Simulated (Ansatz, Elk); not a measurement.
# NaMnBr3: X-ray structure factors from the self-consistent density

Structure refinements treat a crystal as free atoms side by side. For a made-up structure of NaMnBr3 (cell and positions from a PBEsol relaxation) the runs below show what the calculated density changes in F(hkl).

Program: Elk 11.2.3 (patched build). Level of theory: DFT, PBE, all-electron APW+lo, Dirac cores, scalar-relativistic bands, static density, ferromagnetic start. Results are calculated unless marked as measured.

This account leaves out most program logs.

The structure was built from a prototype and need not be the compound's stable phase.

## Step 1: Starting point

Symmetry: Pm-3m, No. 221, cubic system. The conventional cell has a = 5.222 Å, b = 5.222 Å, c = 5.222 Å, α = 90.00°, β = 90.00°, γ = 90.00°. Nearest to Br lie 2 Mn at 2.61 Å and 4 Na at 3.69 Å. Nearest to Mn lie 6 Br at 2.61 Å. Nearest to Na lie 12 Br at 3.69 Å. Farther neighbours and most contacts between anions are not listed.

## Step 2: Ground state and structure factors

An all-electron density is needed, since X-rays see the cores too. Task 0 finds the density and task 195 Fourier-transforms it; tshift is off so that phases refer to the origin typed.

Input file elk.in:

```
tasks
  0
  195
  196

xctype
  20

spinpol
  .true.

rgkmax
  7.0

gmaxvr
  14.0

lmaxo
  7

lmaxapw
  8

swidth
  0.002

tshift
  .false.

ramdisk
  .false.

hmaxvr
  5.5

maxscl
  120

epspot
  1e-06

reducebf
  0.8

sppath
  './'

avec
  9.86772144769 0.00000000000 0.00000000000
  0.00000000000 9.86772144769 0.00000000000
  0.00000000000 0.00000000000 9.86772144769

atoms
  3
  'Br.in'
  3
  -0.0000000000 0.5000000000 0.5000000000   0.000000 0.000000 0.000000
  0.5000000000 0.5000000000 0.0000000000   0.000000 0.000000 0.000000
  0.5000000000 0.0000000000 0.5000000000   0.000000 0.000000 0.000000
  'Mn.in'
  1
  0.5000000000 0.5000000000 0.5000000000   0.000000 0.000000 -0.220000
  'Na.in'
  1
  0.0000000000 -0.0000000000 -0.0000000000   0.000000 0.000000 0.000000

ngridk
  4 4 4
```

Run with:

```sh
$ OMP_NUM_THREADS=4 elk
```

Wall time 3.7 min (4 threads of Arm Neoverse N1, shared host); peak memory 0.5 GiB.

SFACRHO.OUT:

```text

h k l indices transformed by vhmat matrix:
   1.000000000       0.000000000       0.000000000    
   0.000000000       1.000000000       0.000000000    
   0.000000000       0.000000000       1.000000000    

      h      k      l  multipl.   |H|            Re(F)            Im(F)           |F|

      0      0      0      1   0.0000000       141.00000      0.17455277E-15   141.00000    
      0      0      1      6  0.63674125      -45.857091      0.99049598E-14   45.857091    
      0     -1      1     12  0.90048811     -0.52161862      0.15458320E-14  0.52161862    
     -1     -1     -1      8   1.1028682       76.848575      0.12609797E-13   76.848575    
      0      0     -2      6   1.2734825       112.30031      0.18726309E-13   112.30031    
     -1     -2      0     24   1.4237967      -37.574633     -0.13263522E-13   37.574633    
     -2      1      1     24   1.5596912     -0.54697657     -0.12664064E-13  0.54697657    
     -2      2      0     12   1.8009762       98.479003     -0.25227708E-14   98.479003    
     -2      1     -2     24   1.9102238      -33.341845      0.57943287E-16   33.341845    
     -3      0      0      6   1.9102238      -33.413375     -0.23790697E-13   33.413375    
      0      3     -1     24   2.0135526      -1.1356317     -0.38918104E-14   1.1356317    
      3     -1      1     24   2.1118318       60.989150     -0.10795942E-13   60.989150    
      2      2      2      8   2.2057364       89.596989     -0.44868288E-13   89.596989    
      0      3     -2     24   2.2958032      -30.659757      0.18378036E-13   30.659757    
     -3      1      2     48   2.3824676      -1.8536777      0.11796358E-13   1.8536777    
      4      0      0      6   2.5469650       83.103084     -0.27486130E-13   83.103084    
     -1      0      4     24   2.6253514      -28.696981     -0.48733457E-15   28.696981    
      2     -3     -2     24   2.6253514      -28.596886     -0.21635545E-13   28.596886
```

Elk indexes on the primitive cell of elk.in and gives |H| = 4π sin θ/λ in inverse bohr. Below, one row stands for each form hkl of the conventional cell (m members, Friedel mates merged), F is for one primitive cell and the density is static (no thermal factor). Free-atom factors are Waasmaier and Kirfel's, and R is Σm||F|−|F'||/Σm|F|.

```tsv
hkl	m	sin θ/λ (Å⁻¹)	abs F, DFT	neutral atoms	diff.	ions	diff.
100	6	0.096	45.857	45.583	+0.274	45.438	+0.419
110	12	0.135	0.522	0.284	+0.237	0.722	-0.200
111	8	0.166	76.849	76.598	+0.251	76.700	+0.149
200	6	0.192	112.300	112.142	+0.158	112.170	+0.130
210	24	0.214	37.575	37.525	+0.050	37.579	-0.004
211	24	0.234	0.547	0.552	-0.005	0.325	+0.222
220	12	0.271	98.479	98.657	-0.178	98.673	-0.194
221	24	0.287	33.342	33.418	-0.076	33.487	-0.146
300	6	0.287	33.413	33.418	-0.004	33.487	-0.074
310	24	0.303	1.136	1.214	-0.078	1.046	+0.090
311	24	0.318	60.989	61.217	-0.228	61.009	-0.020
222	8	0.332	89.597	89.822	-0.225	89.806	-0.209
320	24	0.345	30.660	30.694	-0.034	30.726	-0.066
321	48	0.358	1.854	1.891	-0.037	1.796	+0.058
400	6	0.383	83.103	83.177	-0.074	83.149	-0.046
410	24	0.395	28.697	28.639	+0.058	28.644	+0.053
322	24	0.395	28.597	28.639	-0.042	28.644	-0.047
330	12	0.406	2.396	2.437	-0.041	2.400	-0.003
411	24	0.406	2.319	2.437	-0.117	2.400	-0.080
331	24	0.417	53.688	53.842	-0.154	53.797	-0.109
420	24	0.428	77.707	77.808	-0.101	77.792	-0.086
421	48	0.439	26.981	26.972	+0.009	26.969	+0.012
```

The ions are Na+, Mn2+ and Br−, by formal charge.

## Step 3: The magnetisation density

The same run holds the spin density, and task 196 transforms it. The order is that of the start, and no other was tried.

SFACMAG_1.OUT:

```text

h k l indices transformed by vhmat matrix:
   1.000000000       0.000000000       0.000000000    
   0.000000000       1.000000000       0.000000000    
   0.000000000       0.000000000       1.000000000    

      h      k      l  multipl.   |H|            Re(F)            Im(F)           |F|

      0      0      0      1   0.0000000       4.9982966     -0.39980668E-17   4.9982966    
      0      0      1      6  0.63674125      -4.2419667      0.47313964E-15   4.2419667    
      0     -1      1     12  0.90048811       3.6797050      0.11889148E-15   3.6797050    
     -1     -1     -1      8   1.1028682      -3.2465966     -0.11344932E-14   3.2465966    
      0      0     -2      6   1.2734825       3.1086512      0.72145493E-15   3.1086512    
     -1     -2      0     24   1.4237967      -2.7704252     -0.10060322E-14   2.7704252    
     -2      1      1     24   1.5596912       2.5015308      0.68306005E-16   2.5015308    
     -2      2      0     12   1.8009762       2.1264683     -0.13909769E-15   2.1264683    
     -2      1     -2     24   1.9102238      -1.9541461     -0.71961151E-15   1.9541461    
     -3      0      0      6   1.9102238      -1.8828005     -0.72250707E-15   1.8828005    
      0      3     -1     24   2.0135526       1.7519246     -0.43738372E-15   1.7519246    
      3     -1      1     24   2.1118318      -1.6379311      0.62596179E-15   1.6379311    
      2      2      2      8   2.2057364       1.5451785     -0.11583709E-14   1.5451785    
      0      3     -2     24   2.2958032      -1.4119150      0.17974574E-15   1.4119150    
     -3      1      2     48   2.3824676       1.3276083      0.82281754E-16   1.3276083    
      4      0      0      6   2.5469650       1.1158534     -0.55019404E-15   1.1158534
```

The total moment is 5.00 μB a cell; sphere moments: Br1 +0.08, Br2 +0.08, Br3 +0.08, Mn4 +4.44, Na5 0.00 μB. Polarised neutrons measure spin and orbital magnetisation together; without spin-orbit coupling the run gives the spin part:

```tsv
hkl	sin θ/λ (Å⁻¹)	abs F_M (μB)
100	0.096	4.242
110	0.135	3.680
111	0.166	3.247
200	0.192	3.109
210	0.214	2.770
211	0.234	2.502
220	0.271	2.127
221	0.287	1.954
300	0.287	1.883
310	0.303	1.752
311	0.318	1.638
222	0.332	1.545
320	0.345	1.412
321	0.358	1.328
```

## Step 4: The highest occupied states alone

An energy window below the Fermi level keeps the highest occupied states, to see at which angles they scatter; shallow core shells can lie inside it and anion s states outside. No new self-consistency is needed.

Changes to elk.in since step 2:

```diff
@@ -1,5 +1,3 @@
 tasks
-  0
   195
-  196
 
@@ -44,2 +42,5 @@
 
+wsfac
+  -0.333360 0.407630
+
 sppath
```

Run with:

```sh
$ OMP_NUM_THREADS=4 elk
```

Elapsed: 27 s, on 4 threads; peak memory 0.22 GiB; 30 s of CPU time.

States within 12 eV below the Fermi level hold 23.00 electrons; any levels below the window count with the cores. Their amplitudes can exceed the total, where window and core parts have opposite phase:

```tsv
hkl	sin θ/λ (Å⁻¹)	abs F, window	abs F, all
100	0.096	8.816	45.857
110	0.135	1.550	0.522
111	0.166	1.962	76.849
200	0.192	7.217	112.300
210	0.214	3.868	37.575
211	0.234	2.112	0.547
220	0.271	2.763	98.479
221	0.287	2.096	33.342
300	0.287	2.063	33.413
310	0.303	1.913	1.136
```

## Step 5: Another functional

The difference from free atoms is small, so it is set against the change that LDA (Perdew-Wang) makes.

Changes to elk.in since step 4:

```diff
@@ -1,6 +1,8 @@
 tasks
+  0
   195
+  196
 
 xctype
-  20
+  3
 
@@ -42,5 +44,2 @@
 
-wsfac
-  -0.333360 0.407630
-
 sppath
```

Run with:

```sh
$ OMP_NUM_THREADS=4 elk
```

It took 1.9 min on 4 threads; peak memory 0.37 GiB; 5.2 min of CPU time.

Against the first run R = 0.07 %; the largest change is -0.056 at 531. The moment goes from 5.00 to 4.96 μB.

## Step 6: Basis size

A smaller basis shows how fast F responds to it; the change is likely larger than the basis error of the first run, but doesn't show convergence.

Changes to elk.in since step 5:

```diff
@@ -6,3 +6,3 @@
 xctype
-  3
+  20
 
@@ -12,3 +12,3 @@
 rgkmax
-  7.0
+  5.5
```

Run with:

```sh
$ OMP_NUM_THREADS=4 elk
```

Wall time 3.9 min (4 threads); peak memory 0.48 GiB.

Against the first run R = 0.03 %; the largest change is +0.051 at 400. The moment goes from 5.00 to 5.00 μB.

## Step 7: With a Hubbard U

A Hubbard U is put on the d shell, to see how far it moves the factors.

Changes to elk.in since step 6:

```diff
@@ -12,3 +12,3 @@
 rgkmax
-  5.5
+  7.0
 
@@ -68 +68,5 @@
   4 4 4
+
+dft+u
+  1 1
+  2 2 0.143322 0.000000
```

Run with:

```sh
$ OMP_NUM_THREADS=4 elk
```

It took 6.4 min on 4 threads; peak memory 0.51 GiB; 19 min of CPU time.

Against the first run R = 0.02 %; the largest change is +0.032 at 110. The moment goes from 5.00 to 5.00 μB.

## Step 8: Settings against the effect

```tsv
run	R against the first run (%)	R against neutral atoms, low angle (%)	wall time
PBE, rgkmax 7	0.00	0.27	3.7 min
LDA (Perdew-Wang)	0.07	0.26	1.9 min
rgkmax 5.5	0.03	0.26	3.9 min
PBE+U	0.02	0.29	6.4 min
```

## Step 9: Summary of results

```yaml
r_against_neutral_atoms_sin_theta_lambda_0p3_a_minus1: 0.27 %
r_against_neutral_atoms_0p3_to_0p82_a_minus1: 0.21 %
r_against_ions_below_0p3_a_minus1: 0.40 %
```

Independent neutral atoms miss the calculated amplitudes by R = 0.27 % below 0.3 Å⁻¹ and 0.21 % from there to 0.82 Å⁻¹; by shells, 1.60 % below 0.15 Å⁻¹ (2 forms), 0.19 % 0.15 to 0.3 (7 forms), 0.26 % 0.3 to 0.45 (14 forms), 0.19 % above 0.45 (75 forms). Bonding, aspherical density and the tables' own atoms all enter these figures, and the runs don't part them. The largest change of an amplitude is +0.27 electrons, at 100. Weak lines can change much in proportion: 110 goes from 0.28 to 0.52. Formal ions give R = 0.40 % at low angle, further off than neutral atoms. The magnetic order is that of the start. No other order was tried here, and an antiferromagnetic one would change or move the magnetic intensity. The window's part falls from 23.0 electrons at the origin to at most 0.79 between 0.45 and 0.82 Å⁻¹. Below 0.3 Å⁻¹ the changes that finished (LDA (Perdew-Wang), rgkmax 5.5 and PBE+U) move F by R = 0.04 % at most, against the 0.27 % that separates it from free atoms. The magnetic factors move by R = 1.6 % (LDA (Perdew-Wang)), 0.9 % (rgkmax 5.5) and 4.3 % (PBE+U), so they aren't settled to better than that. The k-mesh has no finished test. Part of the difference isn't bonding: the tables are fits to free atoms and ions calculated by other methods than this functional. Thermal motion, anomalous dispersion and extinction are left out.

[Logs are printed without paths, hosts, clocks, repeated set-up lines and the standing remarks that a program may print on its own settings, such as how far it seeks lower states.]

[Hosts, paths, dates, database ids (printed as entryN), source tags and the programs' standing remarks are cut or masked in the printed files.]
